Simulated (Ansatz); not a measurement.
# Random alloy of the fcc Cu-Al line, x = 0.1562 (128 atoms): relaxation and levels of theory

Which bonds does the relaxation leave, and how do forces and pressure change with k-mesh and functional?

Calculated with Ansatz 0.2.0: Kohn-Sham DFT, PBE, PAW (set soft_2), plane waves; cutoff 420 eV, k-mesh 2×2×2, fermi-dirac smearing of 0.1 eV.

**The cell**

The cell holds 128 atoms: 108 Cu and 20 Al. Its edges and angles: a = 12.811 Å, b = 12.811 Å, c = 12.811 Å, α = 109.5°, β = 109.5°, γ = 109.5°. It derives from Cu (fcc Cu-Al) and Al. Fcc Cu-Al: 128 atoms, 20 of 128 Cu sites given to Al at random, cell and internal coordinates interpolated linearly between the end members (Vegard's rule); not relaxed, displaced by a Gaussian of 0.02 Å. Lattice constants are starting values near those of PBE.

Cell and atoms were relaxed with PBE. The walk converged after 5 steps by the program's count, with a largest force component of 0.00376 eV/Å; it began at an r.m.s. force component of 0.28 eV/Å. The edges went from 12.811, 12.811, 12.811 to 12.732, 12.720, 12.733 Å, and the volume from 12.645 to 12.394 Å³ an atom (-2.0 %).

The input of the reference single point:

```yaml
crystal:
  lattice:
    - [-7.4084, 7.40713, 7.23621]
    - [7.39932, -7.40518, 7.22519]
    - [7.41073, 7.40751, -7.23426]
  atoms:
    - { symbol: Cu, position: [0.49933, 0.99902, 0.99792] }
    - { symbol: Cu, position: [0.74914, 0.12785, 0.12049] }
    - { symbol: Cu, position: [0.63094, 0.25528, 0.12949] }
    - { symbol: Cu, position: [0.62221, 0.12543, 0.24802] }
    [... 122 atom lines left out ...]
    - { symbol: Cu, position: [0.13115, 0.0017, 0.87846] }
    - { symbol: Al, position: [0.11258, 0.86858, 0.99725] }
kpoints:
  mp_grid: { grid: [2, 2, 2] }
hamiltonian:
  xc: pbe
scf:
  occupations: { method: fermi_dirac, width: 0.1 }
output:
  forces: true
  stress: true
  populations: true
  dos:
    method: { smearing: { sigma: 0.08 } }
    de: 0.05
    projected: { site_lists: { Al: [Al], Cu: [Cu] } }
  eigenvalues: true
  write_density: true
  write_potential: true
  volumetric_format: npy
```

**Bonds after relaxation**

Neighbours by pair of elements; one cutoff, the widest of the pairs' first minima of g(r), serves all pairs of this metal:

```csv
pair A-B,cutoff (Å),bonds,mean length (Å),spread (Å),shortest (Å),B about A,A about B
Cu-Cu,3.12,553,2.60,0.028,2.53,10.2,10.2
Cu-Al,3.12,190,2.59,0.048,2.48,1.76,9.5
Al-Al,3.12,25,2.75,0.056,2.66,2.5,2.5
```

How many atoms have how many bonded neighbours:

```csv
element,mean,12
Al,12,20
Cu,12,108
```

**Levels of theory**

Single points at the relaxed geometry:

| functional | k-mesh | pressure (GPa) | r.m.s. force component (eV/Å) | SCF cycles | time |
| --- | --- | --- | --- | --- | --- |
| PBE | 2×2×2 | 0.02 | 0.001 | 11 | 16 s |
| PBE | 3×3×3 | 0.00 | 0.008 | 10 | 29 s |
| r2SCAN | 2×2×2 | -5.50 | 0.020 | 15 | 22 s |
| PBEsol | 2×2×2 | -6.77 | 0.034 | 10 | 13 s |

Cutoffs: 420 eV for PBE and PBEsol; 500 eV for r2SCAN.

**Findings**

Every run has partly filled levels at the Fermi energy, as in a metal. Against the reference the pressure changes with r2SCAN by -5.5 GPa and PBEsol by -6.8 GPa; a negative change means a smaller volume than PBE would take. The denser mesh moves the energy by +0.9 meV/atom and the pressure by -0.02 GPa.

Limits: All single points share the geometry relaxed with PBE. One random arrangement of the atoms on their sites. In some runs the program notes that it cut back its plan to fit the GPU's memory.

[Logs are printed without paths, hosts, clocks, repeated set-up lines and the standing remarks that a program may print on its own settings, such as how far it seeks lower states.]

[Hosts, paths, dates, database ids (printed as entryN), source tags and the programs' standing remarks are cut or masked in the printed files.]
